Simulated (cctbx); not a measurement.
## Lattice, Laue class and space group of a new crystal

Cell: a = 10.6990 Å, b = 7.9300 Å, c = 13.5930 Å, α = 90.00°, β = 90.00°, γ = 90.00°. Expected content of the cell: Cs8 Ru4 Br16.

Simulated single-crystal data (cctbx): Mo Kα, λ = 0.71073 Å, to d = 0.77 Å, 95 % of the full sphere, strongest reflection 20000 counts, noise from counting, a 6 % proportional error and a noise floor of 4 counts (s.d.); no absorption.

Tests on the unmerged data give:

```text
10105 reflections to d = 0.770 A
centring   violations  <I/sigma> of those
    A       3434 of  5063      7.3
    B       3400 of  5037      7.4
    C       3484 of  5038      7.3
    I       3430 of  5058      7.3
    R       4633 of  6733      7.4
    F       5159 of  7569      7.4
Laue class    unique    Rint  (classes that these axes allow; Friedel mates merged)
P -1             5295   0.044
P 1 2/m 1        2851   0.054
P 1 1 2/m        2776   0.054
P 2/m 1 1        2804   0.053
P m m m          1561   0.058
space group    extra absences  I>4sigma  <I/sigma>
P 2 2 2                 0          0         -  acentric
P 2 2 21               17          0       0.1  acentric
P 21 2 2               13          0       0.1  acentric
P 2 21 2                9          0       0.1  acentric
P 21 21 2              22          0       0.1  acentric
P 2 21 21              26          0       0.1  acentric
P 21 2 21              30          0       0.1  acentric
P 21 21 21             39          0       0.1  acentric
P m m 2                 0          0         -  acentric
P 2 m m                 0          0         -  acentric
P m 2 m                 0          0         -  acentric
P 21 m a              210          0      -0.0  acentric
P m 2 a               210          0      -0.0  acentric
P n m 21              271          0       0.1  acentric
P n 21 m              271          0       0.1  acentric
P n 21 a              481          0       0.0  acentric
P m m m                 0          0         -  centric
P m m a               210          0      -0.0  centric
P n m m :1            271          0       0.1  centric
P n m m :2            271          0       0.1  centric
P n m a               481          0       0.0  centric
Wilson B = 1.63 A^2   <|E^2-1|> = 0.901 (0.968 centric, 0.736 acentric)   E^2>4: 3.3 %
shell (A)         n   <I/sigma>
13.60 - 1.54    228     20.8
 1.54 - 1.22    197     19.6
 1.22 - 1.07    196     19.5
 1.07 - 0.97    190     16.8
 0.97 - 0.90    187     16.2
 0.90 - 0.85    189     14.9
 0.85 - 0.81    189     14.6
 0.81 - 0.77    185     12.5
```

Q: Read the symmetry from these tables.

Every centring test has many violations, so the lattice is primitive.

Rint stays low (0.044 to 0.058) up to P m m m, the highest class in these axes.

21 settings pass the absence test. The most absences obeyed, 481, belong to P n 21 a and P n m a, which absences can't tell apart.

⟨|E²−1|⟩ = 0.901 leans to a centrosymmetric structure. The Wilson B of 1.63 Å² means U ≈ 0.0206 Å².

The true group is Pnma (no. 62), Laue class mmm, centrosymmetric. The tables only narrow the choice to the tied entries; cell content, site symmetry and trial solutions must settle it.

The model was made for the exercise: a known structure type with other elements put in, its volume estimated, not relaxed; displacement parameters are assumed.

[Logs are printed without paths, hosts, clocks, repeated set-up lines and the standing remarks that a program may print on its own settings, such as how far it seeks lower states.]
